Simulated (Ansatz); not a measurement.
The compound is KVF3 (Pm-3m).

```xyz
5
Lattice="0.0000 0.0000 -4.1310 0.0000 -4.1310 0.0000 -4.1310 0.0000 0.0000" Properties=species:S:1:pos:R:3 pbc="T T T"
K     0.0000    0.0000    0.0000
V    -2.0655   -2.0655   -2.0655
F     0.0000   -2.0655   -2.0655
F    -2.0655   -2.0655    0.0000
F    -2.0655    0.0000   -2.0655
```

The cell and positions come from the Crystallography Open Database and are kept as given unless a step says otherwise. PAW set soft_2, made with PBE.

A constrained-RPA run (Ansatz 0.2.0; non-magnetic LDA; V t2g, bands v2 to c1, 4×4×4 mesh, medium accuracy) builds 3 functions on bands 1.2 eV wide, with 3.0 electrons in the window. The bare on-site interaction is 17.6 eV and the bare J 0.64 eV.

**Question.** What U and J survive the screening?

On the V t2g shell, U = 6.66 eV (38 % of the bare value), U′ = 5.65 eV, J = 0.47 eV.

The parent state is non-magnetic and the interaction static (zero frequency); U depends on the window and the orbitals, so it belongs to this model alone.

[Paths, hosts, dates, memory and timing lines, banners, echoed tables and standing remarks are left out of the program output.]

[Logs are printed without paths, hosts, clocks, repeated set-up lines and the standing remarks that a program may print on its own settings, such as how far it seeks lower states.]

[Runs of the session that timed out or met a known fault of the program may be left out.]

[Hosts, paths, dates, database ids (printed as entryN), source tags and the programs' standing remarks are cut or masked in the printed files.]
